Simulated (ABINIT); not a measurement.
# Optical response of BaTiO3

Aim: the dielectric function of BaTiO3, and the optical constants that follow from it. The cell comes from an older database entry, whose edges can differ from later determinations, mostly by under a per cent.

Method: DFT, PBE, plane waves with norm-conserving potentials (PseudoDojo), scalar-relativistic, independent-particle linear optical response without local fields, in ABINIT 10.8.3.

The database entry behind the starting cell differs from later determinations by our own check (c/a about 0.6 % short), so it need not match the best structure at ambient conditions.

**1. The structure**

Symmetry: P4mm, No. 99, tetragonal system. The conventional cell has a = 4.000 Å, b = 4.000 Å, c = 4.018 Å, α = 90.00°, β = 90.00°, γ = 90.00°. Nearest to Ba lie 12 O at 2.79 to 2.88 Å. Nearest to Ti lie 6 O at 1.89 to 2.13 Å. Nearest to O lie 2 Ti at 2.00 Å and 4 Ba at 2.79 to 2.88 Å. Nearest to O lie 2 Ti at 1.89 to 2.13 Å and 4 Ba at 2.83 Å. Farther neighbours and most contacts between anions are not listed.

**2. Ground state, bands and velocity matrix elements**

First the ground state: is it a metal or has it a gap?

This step: DFT, PBE, plane waves with norm-conserving potentials (PseudoDojo), scalar-relativistic, ground state, bands at fixed density and velocity matrix elements (ABINIT 10.8.3).

The input, run.abi:

```
# ground state, bands on a dense mesh, and the derivatives d/dk of the wave functions
ndtset 3

ngkpt1 6 6 6
shiftk1 0.0 0.0 0.0
tolvrs1 1.0d-12
nband1 24
prtden1 1

iscf2 -2
getden2 1
ngkpt2 8 8 8
shiftk2 0.0 0.0 0.0
kptopt2 1
nband2 50
nbdbuf2 4
tolwfr2 1.0d-14

optdriver3 8
wfk_task3 "wfk_ddk"
prtevk3 1
getwfk3 2
getden3 1
iscf3 -2
ngkpt3 8 8 8
shiftk3 0.0 0.0 0.0
kptopt3 1
nband3 50

nshiftk 1
occopt 3
tsmear 0.001837
ecut 45.0
nstep 80
iomode 3
chksymbreak 0
chkprim 0
chksymtnons 0
acell 3*1.0 Angstrom
rprim
  3.999800000000 0.000000000000 0.000000000000
  0.000000000000 3.999800000000 0.000000000000
  0.000000000000 0.000000000000 4.018000000000
natom 5
ntypat 3
znucl 56 22 8
typat 1 2 3 3 3
xred
  0.000000000000 0.000000000000 0.000000000000
  0.500000000000 0.500000000000 0.490000000000
  0.000000000000 0.500000000000 0.517000000000
  0.500000000000 0.000000000000 0.517000000000
  0.500000000000 0.500000000000 0.019000000000
pseudos "Ba.upf, Ti.upf, O.upf"
```

On the command line:

```
$ mpirun -n 4 abinit run.abi
```

Numbers of over 12 decimals in the logs are rounded to 6 here.

What it wrote:

```text
DATASET    1 : space group P4 m m (# 99); Bravais tP (primitive tetrag.)
 DATASET    2 : space group P4 m m (# 99); Bravais tP (primitive tetrag.)
 DATASET    3 : space group P4 m m (# 99); Bravais tP (primitive tetrag.)
            ngfft          48      48      48
                         0.01852    0.01852    0.01852    0.00463    0.00926    0.03704
                         0.03704    0.01852    0.03704    0.07407    0.03704    0.03704
                         0.03704    0.00926    0.00926    0.03704    0.03704    0.01852
                         0.03704    0.07407    0.03704    0.03704    0.03704    0.00926
                         0.00463    0.01852    0.01852    0.00926    0.01852    0.03704
                         0.01852    0.01852    0.01852    0.00463
                         0.01563    0.01563    0.00781    0.00781    0.01563    0.00781
                         0.00781    0.00781    0.00195    0.00391    0.01563    0.01563
                         0.01563    0.00781    0.01563    0.03125    0.03125    0.01563
                         0.01563    0.03125    0.01563    0.01563    0.01563    0.00391
                         0.00391    0.01563    0.01563    0.01563    0.00781    0.01563
                         0.03125    0.03125    0.01563    0.01563    0.03125    0.01563
                         0.01563    0.01563    0.00391    0.00391    0.01563    0.01563
                         0.01563    0.01563    0.00781    0.00781    0.01563    0.00781
                         0.00781    0.00781    0.00195    0.00391    0.01563    0.01563
                         0.01563    0.00781    0.01563    0.03125    0.03125    0.01563
                         0.01563    0.03125    0.01563    0.01563    0.01563    0.00391
[...]
== DATASET  1 ==================================================================
 Real(R)+Recip(G) space primitive vectors, cartesian coordinates (Bohr,Bohr^-1):
 R(1)=  7.5585266  0.0000000  0.0000000  G(1)=  0.1323009  0.0000000  0.0000000
 R(2)=  0.0000000  7.5585266  0.0000000  G(2)=  0.0000000  0.1323009  0.0000000
 R(3)=  0.0000000  0.0000000  7.5929196  G(3)=  0.0000000  0.0000000  0.1317016
 Unit cell volume ucvol=  4.3379355E+02 bohr^3
 Angles (23,13,12)=  9.00000000E+01  9.00000000E+01  9.00000000E+01 degrees
 getcut: wavevector=  0.0000  0.0000  0.0000  ngfft=  48  48  48
     iter   Etot(hartree)      deltaE(h)  residm     vres2
 ETOT  1  -136.75501141372    -1.368E+02 1.561E-01 2.265E+03
 ETOT  2  -128.69663588609     8.058E+00 1.955E-01 3.717E+04
 ETOT  3  -137.29817288587    -8.602E+00 4.430E-02 5.878E+02
 ETOT  4  -137.31498084872    -1.681E-02 3.949E-02 4.079E+02
 ETOT  5  -137.36479893255    -4.982E-02 3.604E-02 1.245E+02
 ETOT  6  -137.37497594659    -1.018E-02 2.165E-02 6.393E+01
 ETOT  7  -137.38528934553    -1.031E-02 2.048E-02 4.996E+00
 ETOT  8  -137.38572984785    -4.405E-04 1.066E-02 2.598E+00
 ETOT  9  -137.38615273128    -4.229E-04 1.028E-02 1.983E-01
 ETOT 10  -137.38618905691    -3.633E-05 6.093E-03 6.018E-03
 ETOT 11  -137.38619013221    -1.075E-06 2.564E-03 7.846E-05
 ETOT 12  -137.38619015079    -1.858E-08 1.256E-03 7.283E-07
 ETOT 13  -137.38619015098    -1.906E-10 5.277E-04 2.925E-06
 ETOT 14  -137.38619015163    -6.478E-10 2.700E-04 1.560E-07
 ETOT 15  -137.38619015167    -4.593E-11 1.104E-04 3.445E-09
 ETOT 16  -137.38619015167    -1.165E-12 2.702E-04 9.453E-10
 ETOT 17  -137.38619015168    -8.953E-12 1.242E-04 2.872E-11
 ETOT 18  -137.38619015168     1.705E-12 3.147E-04 5.746E-12
 ETOT 19  -137.38619015168     4.803E-12 1.374E-04 1.623E-12
 ETOT 20  -137.38619015168    -4.093E-12 3.146E-04 3.133E-14
 At SCF step   20       vres2   =  3.13E-14 < tolvrs=  1.00E-12 =>converged.
 Cartesian components of stress tensor (hartree/bohr^3)
  sigma(1 1)= -8.20068793E-05  sigma(3 2)=  0.00000000E+00
  sigma(2 2)= -8.20068793E-05  sigma(3 1)=  0.00000000E+00
  sigma(3 3)= -1.11902679E-04  sigma(2 1)=  0.00000000E+00
 Mean square residual over all n,k,spin=   42.185E-08; max=  31.459E-05
 Fermi (or HOMO) energy (hartree) =   0.27797   Average Vxc (hartree)=  -0.42018
 Eigenvalues (hartree) for nkpt=  40  k points:
 kpt#   1, nband= 24, wtk=  0.00463, kpt=  0.0000  0.0000  0.0000 (reduced coord)
  -1.83421   -0.96187   -0.96077   -0.96077   -0.66795   -0.37540   -0.35156   -0.34944
  -0.12278   -0.12278   -0.12269    0.15813    0.15860    0.15860    0.19853    0.19853
   0.20189    0.23291    0.23347    0.23347    0.31085    0.31864    0.31864    0.39279
   2.00000    2.00000    2.00000    2.00000    2.00000    2.00000    2.00000    2.00000
   2.00000    2.00000    2.00000    2.00000    2.00000    2.00000    2.00000    2.00000
   2.00000    2.00000    2.00000    2.00000    0.00000    0.00000    0.00000    0.00000
kinetic             :  6.27207917104158E+01
hartree             :  2.98555522129640E+01
xc                  : -2.80529486862019E+01
Ewald energy        : -1.03499980157244E+02
psp_core            :  5.53436662415721E+00
local_psp           : -1.00648352788877E+02
non_local_psp       : -3.29561906686678E+00
internal            : -1.37386190151652E+02
'-kT*entropy'       : -2.69315260300283E-11
total_energy        : -1.37386190151679E+02
total_energy_eV     : -3.73846868508113E+03
 Cartesian components of stress tensor (hartree/bohr^3)
  sigma(1 1)= -8.20068793E-05  sigma(3 2)=  0.00000000E+00
  sigma(2 2)= -8.20068793E-05  sigma(3 1)=  0.00000000E+00
  sigma(3 3)= -1.11902679E-04  sigma(2 1)=  0.00000000E+00
-Cartesian components of stress tensor (GPa)         [Pressure=  2.7059E+00 GPa]
== DATASET  2 ==================================================================
 Real(R)+Recip(G) space primitive vectors, cartesian coordinates (Bohr,Bohr^-1):
 R(1)=  7.5585266  0.0000000  0.0000000  G(1)=  0.1323009  0.0000000  0.0000000
 R(2)=  0.0000000  7.5585266  0.0000000  G(2)=  0.0000000  0.1323009  0.0000000
 R(3)=  0.0000000  0.0000000  7.5929196  G(3)=  0.0000000  0.0000000  0.1317016
 Unit cell volume ucvol=  4.3379355E+02 bohr^3
 Angles (23,13,12)=  9.00000000E+01  9.00000000E+01  9.00000000E+01 degrees
 getcut: wavevector=  0.0000  0.0000  0.0000  ngfft=  48  48  48
 Mean square residual over all n,k,spin=   49.334E-16; max=  99.966E-16
 Eigenvalues (hartree) for nkpt=  75  k points:
 kpt#   1, nband= 50, wtk=  0.00195, kpt=  0.0000  0.0000  0.0000 (reduced coord)
  -1.83421   -0.96187   -0.96077   -0.96077   -0.66795   -0.37540   -0.35156   -0.34944
  -0.12278   -0.12278   -0.12269    0.15813    0.15860    0.15860    0.19853    0.19853
   0.20189    0.23291    0.23347    0.23347    0.31085    0.31864    0.31864    0.39233
   0.39580    0.42937    0.43175    0.51374    0.55828    0.55828    0.55861    0.78581
   0.85587    0.85587    0.86049    0.92546    0.96987    0.96987    0.96989    1.01094
   1.01265    1.01265    1.09000    1.09578    1.17404    1.18061    1.18061    1.29723
== DATASET  3 ==================================================================
            ngfft          48      48      48
[...]
0.01852    0.01852    0.01852    0.00463
[...]
0.01563    0.01563    0.00391    0.00391    0.01563    0.01563
                         0.01563    0.01563    0.00781    0.00781    0.01563    0.00781
                         0.00781    0.00781    0.00195    0.00391    0.01563    0.01563
                         0.01563    0.00781    0.01563    0.03125    0.03125    0.01563
                         0.01563    0.03125    0.01563    0.01563    0.01563    0.00391
                         0.00391    0.01563    0.01563    0.01563    0.00781    0.01563
                         0.03125    0.03125    0.01563    0.01563    0.03125    0.01563
                         0.01563    0.01563    0.00391    0.00391    0.01563    0.01563
[shortened to cell, iterations, levels, energies and stress; the echo of variables, forces, comments, warnings and credits are left out]
```

Run time: 6.9 min. Hardware: 4 MPI ranks of Intel Xeon Platinum 8375C at 2.90GHz (Ice Lake), shared host; peak memory 0.19 GiB.

This step gave:

* total energy: -137.4 Ha
* gap on the k-mesh: 1.826 eV
* direct gap on the mesh: 2.106 eV

There is a gap, 1.83 eV on this mesh (points off the mesh can give less), so no carriers' term is needed.

**3. Optical response**

The spectrum is a sum over vertical transitions between filled and empty bands at the fixed density, so many empty bands are needed.

This step: DFT, PBE, plane waves with norm-conserving potentials (PseudoDojo), scalar-relativistic, independent-particle linear optical response without local fields (ABINIT 10.8.3).

The input, optic.abi:

```
&FILES
 ddkfile_1 = 'runo_DS3_1_EVK.nc',
 ddkfile_2 = 'runo_DS3_2_EVK.nc',
 ddkfile_3 = 'runo_DS3_3_EVK.nc',
 wfkfile = 'runo_DS2_WFK.nc'
/
&PARAMETERS
 broadening = 0.001837,
 domega = 0.0020212,
 maxomega = 0.80849,
 scissor = 0.0,
 tolerance = 0.002,
 nband_sum = 46
/
&COMPUTATIONS
 num_lin_comp = 2,
 lin_comp = 11, 33,
 num_nonlin_comp = 0,
 num_linel_comp = 0,
 num_nonlin2_comp = 0
/
```

On the command line:

```
$ optic optic.abi
```

What it wrote:

```text

 OPTIC has originally been developed by
 S. Sharma, J. K. Dewhurst and C. Ambrosch-Draxl, Phys. Rev. B 67, 165332 (2003), and
 S. Sharma and C. Ambrosch-Draxl, Physica Scripta T 109 (2004).

 rprimd(bohr)      =   7.55853   0.00000   0.00000
                       0.00000   7.55853   0.00000
                       0.00000   0.00000   7.59292
 natom             =       5
 nkpt,mband        =      75      50
 ecut              =  45.00000 Ha
 newocc: new Fermi energy is       0.278202 , with nelect=     40.000000, Number of bisection calls: 20
 Fermi level: 7.5703  (eV)

 fermie            =   0.27820 Ha   7.57026 eV
 Scissor shift     =   0.00000 Ha
 Tolerance on closeness to singularities     =   0.00200 Ha
 Smearing factor      =   0.00184 Ha
 Will use the antiresonant approximation (meaning that the antiresonant terms are neglected)
 Will not perform the bands decomposition
 linear coeffs to be calculated :
 11 33
 non-linear coeffs to be calculated :

 electronic part of electro-optic coeffs to be calculated :

 non-linear coeffs (V2) to be calculated :

 linear optic matrix elements will be printed :0
 optic : Call pmat2cart
 No scissor shift to be applied. Returning to main optic routine.
 optic : Call linopt
  linopt            1           1
 calculated the component:           1           1   of dielectric function
  with broadening:         (0.000000,1.83700000000000009E-003)
 and scissors shift:   0.000000
 energy window:   84.082246      eV   3.089966      Ha
  linopt            3           3
 calculated the component:           3           3   of dielectric function
  with broadening:         (0.000000,1.83700000000000009E-003)
 and scissors shift:   0.000000
 energy window:   84.082246      eV   3.089966      Ha
 optic : Call nlinopt
 optic : Call linelop
 optic : Call nonlinopt

================================================================================

 Calculation completed.
-
program: optic
version: 10.8.3
start_datetime:
end_datetime:
overall_cpu_time:           0.7
overall_wall_time:           0.7
mpi_procs: 1
omp_threads: 1
...
```

Elapsed: 1.3 s, on 1 thread; peak memory 0.07 GiB.

Read-outs, printed or worked out from the files:

* electronic dielectric constant ε∞, mean over x, y and z (by symmetry where fewer were run): 6.467

The Im ε has structure finer than the step of the table below, so its rows give means over 1 eV, whole bins alone (the curve runs from 0.0550 to 21.9 eV). Peaks (eV: height): E ∥ x 3.5: 7.99, 4.1: 10.4, 6.9: 5.46, 7.2: 5.66, 8.4: 5.74, 10.4: 5.78, 18.0: 5.40; E ∥ z 3.5: 7.63, 4.1: 10.6, 7.3: 6.25, 8.4: 7.14, 9.1: 6.70, 10.4: 5.95, 18.0: 5.63.

Sum at mesh points, not converged in k; values under the direct gap are tails of Lorentzian lines. Table of Im ε by photon energy; means over each step:

| photon energy (eV) | E ∥ x | E ∥ z |
| --- | --- | --- |
| 1 | 0.0320 | 0.0244 |
| 2 | 0.475 | 0.180 |
| 3 | 4.08 | 2.65 |
| 4 | 7.70 | 7.96 |
| 5 | 3.95 | 4.46 |
| 6 | 2.97 | 3.43 |
| 7 | 4.30 | 4.42 |
| 8 | 3.97 | 4.25 |
| 9 | 4.69 | 4.92 |
| 10 | 4.30 | 4.25 |
| 11 | 3.01 | 2.93 |
| 12 | 1.84 | 1.85 |
| 13 | 0.962 | 0.959 |
| 14 | 0.887 | 0.862 |
| 15 | 1.23 | 1.20 |
| 16 | 1.99 | 1.90 |
| 17 | 2.78 | 2.71 |
| 18 | 4.22 | 4.26 |
| 19 | 4.49 | 4.47 |
| 20 | 2.07 | 2.07 |
| 21 | 1.33 | 1.30 |

The reflectivity at normal incidence has structure finer than the step of the table below, so its rows give means over 0.5 eV, whole bins alone (the curve runs from 0.0550 to 21.9 eV). Peaks (eV: height): E ∥ x 4.12: 37.2, 10.56: 40.9, 19.63: 52.0, 20.35: 48.0, 20.68: 49.4, 21.12: 49.1, 21.83: 48.0; E ∥ z 4.07: 37.2, 10.56: 39.3, 19.63: 53.6, 20.29: 50.4, 20.62: 47.6, 21.12: 51.5, 21.83: 47.0.

Sum at mesh points, not converged in k. Table of reflectivity at normal incidence by photon energy; means over each step:

| photon energy (eV) | E ∥ x (%) | E ∥ z (%) |
| --- | --- | --- |
| 0.5 | 19.3 | 18.7 |
| 1.0 | 19.9 | 19.2 |
| 1.5 | 21.0 | 20.1 |
| 2.0 | 23.3 | 21.7 |
| 2.5 | 26.4 | 24.6 |
| 3.0 | 28.1 | 27.0 |
| 3.5 | 29.4 | 30.6 |
| 4.0 | 33.8 | 34.4 |
| 4.5 | 31.2 | 32.2 |
| 5.0 | 20.5 | 22.0 |
| 5.5 | 14.7 | 17.9 |
| 6.0 | 16.8 | 16.7 |
| 6.5 | 17.2 | 18.1 |
| 7.0 | 23.0 | 23.4 |
| 7.5 | 21.7 | 23.3 |
| 8.0 | 18.5 | 18.8 |
| 8.5 | 24.0 | 25.5 |
| 9.0 | 25.9 | 27.8 |
| 9.5 | 23.3 | 25.2 |
| 10.0 | 25.9 | 27.2 |
| 10.5 | 31.0 | 30.8 |
| 11.0 | 25.7 | 25.8 |
| 11.5 | 26.6 | 27.4 |
| 12.0 | 26.2 | 25.6 |
| 12.5 | 18.3 | 19.8 |
| 13.0 | 8.41 | 9.31 |
| 13.5 | 3.85 | 4.11 |
| 14.0 | 3.75 | 3.58 |
| 14.5 | 4.48 | 4.35 |
| 15.0 | 6.20 | 5.97 |
| 15.5 | 8.19 | 7.80 |
| 16.0 | 11.0 | 10.6 |
| 16.5 | 12.7 | 12.1 |
| 17.0 | 14.8 | 14.5 |
| 17.5 | 15.6 | 15.5 |
| 18.0 | 23.0 | 23.3 |
| 18.5 | 29.3 | 29.2 |
| 19.0 | 33.6 | 33.7 |
| 19.5 | 47.9 | 47.3 |
| 20.0 | 41.5 | 43.0 |
| 20.5 | 44.9 | 44.8 |
| 21.0 | 42.6 | 44.0 |
| 21.5 | 39.4 | 38.3 |

The loss function −Im 1/ε at q → 0 has structure finer than the step of the table below, so its rows give means over 0.5 eV, whole bins alone (the curve runs from 0.0550 to 21.9 eV). Peaks (eV: height): E ∥ x 5.28: 0.269, 12.70: 1.03, 20.79: 0.528; E ∥ z 5.77: 0.228, 7.97: 0.241, 10.28: 0.298, 12.81: 1.07, 13.25: 0.816, 20.73: 0.473, 21.34: 0.634.

Sum at mesh points, not converged in k; values under the direct gap are tails of Lorentzian lines. The loss function −Im 1/ε at q → 0 by energy loss; means over each step:

| energy loss (eV) | E ∥ x | E ∥ z |
| --- | --- | --- |
| 0.5 | 3.0e-4 | 2.6e-4 |
| 1.0 | 6.5e-4 | 5.5e-4 |
| 1.5 | 0.00119 | 9.3e-4 |
| 2.0 | 0.00545 | 0.00177 |
| 2.5 | 0.0182 | 0.00891 |
| 3.0 | 0.0416 | 0.0268 |
| 3.5 | 0.0599 | 0.0441 |
| 4.0 | 0.0734 | 0.0673 |
| 4.5 | 0.158 | 0.134 |
| 5.0 | 0.202 | 0.187 |
| 5.5 | 0.202 | 0.177 |
| 6.0 | 0.137 | 0.148 |
| 6.5 | 0.127 | 0.139 |
| 7.0 | 0.128 | 0.119 |
| 7.5 | 0.186 | 0.175 |
| 8.0 | 0.173 | 0.181 |
| 8.5 | 0.159 | 0.159 |
| 9.0 | 0.179 | 0.168 |
| 9.5 | 0.233 | 0.233 |
| 10.0 | 0.230 | 0.246 |
| 10.5 | 0.232 | 0.241 |
| 11.0 | 0.355 | 0.352 |
| 11.5 | 0.384 | 0.394 |
| 12.0 | 0.543 | 0.525 |
| 12.5 | 0.787 | 0.780 |
| 13.0 | 0.859 | 0.899 |
| 13.5 | 0.550 | 0.592 |
| 14.0 | 0.359 | 0.385 |
| 14.5 | 0.267 | 0.274 |
| 15.0 | 0.217 | 0.241 |
| 15.5 | 0.209 | 0.210 |
| 16.0 | 0.213 | 0.209 |
| 16.5 | 0.215 | 0.220 |
| 17.0 | 0.218 | 0.214 |
| 17.5 | 0.222 | 0.216 |
| 18.0 | 0.174 | 0.174 |
| 18.5 | 0.205 | 0.206 |
| 19.0 | 0.206 | 0.205 |
| 19.5 | 0.206 | 0.206 |
| 20.0 | 0.313 | 0.300 |
| 20.5 | 0.356 | 0.370 |
| 21.0 | 0.440 | 0.432 |
| 21.5 | 0.544 | 0.561 |

Optical constants at common wavelengths, from n + ik = √ε:

| wavelength (nm) | n x | k x | R (%) x | 1/α x | n z | k z | R (%) z | 1/α z |
| --- | --- | --- | --- | --- | --- | --- | --- | --- |
| 1550 | 2.59 | 0.004 | 19.6 | 29 µm | 2.54 | 0.003 | 19.0 | 36 µm |
| 1064 | 2.63 | 0.007 | 20.2 | 12 µm | 2.57 | 0.006 | 19.4 | 15 µm |
| 633 | 2.85 | 0.032 | 23.1 | 1.6 µm | 2.72 | 0.015 | 21.4 | 3.3 µm |
| 450 | 3.18 | 0.419 | 27.9 | 85 nm | 3.12 | 0.289 | 26.8 | 124 nm |
| 365 | 3.22 | 0.901 | 30.9 | 32 nm | 3.48 | 0.690 | 32.3 | 42 nm |
| 308 | 3.06 | 1.626 | 36.0 | 15 nm | 3.17 | 1.584 | 36.3 | 15 nm |
| 193 | 2.03 | 0.769 | 16.9 | 20 nm | 1.98 | 1.010 | 20.0 | 15 nm |

Below the direct gap, k and the depth come from the tails of the Lorentzian lines, not from transitions.

Rows near the edge hang on the gap, which this functional as a rule makes too small, and phonon-assisted absorption is left out.

**4. Outcome**

| Item | Value |
| --- | --- |
| electronic dielectric constant ε∞, mean over x, y and z (by symmetry where fewer were run) (independent particles) | 6.47 |

At this level (PBE, independent particles) BaTiO3 has a mean ε∞ = 6.47 and n = 2.59 at 1550 nm (E ∥ x). On the mesh the gap is 1.83 eV and the least direct gap 2.11 eV, so on this mesh the band edges lie at different points. The static values by axis are 6.54 (x), 6.33 (z). Excitons and phonon-assisted transitions are missing, and so are local fields; PBE gaps are as a rule too small, which pulls the onset down and ε∞ up. Spin-orbit coupling is left out although heavy atoms are present. The sum runs over mesh points 0.20 Å⁻¹ apart with no interpolation, so peaks are partly noise of the mesh and static values carry its error. Besides steps told in other documents, this task had 1 run with a known fault of program or setting; those not told in a step above aren't shown.

[Logs are printed without paths, hosts, clocks, repeated set-up lines and the standing remarks that a program may print on its own settings, such as how far it seeks lower states.]

[Hosts, paths, dates, database ids (printed as entryN), source tags and the programs' standing remarks are cut or masked in the printed files.]
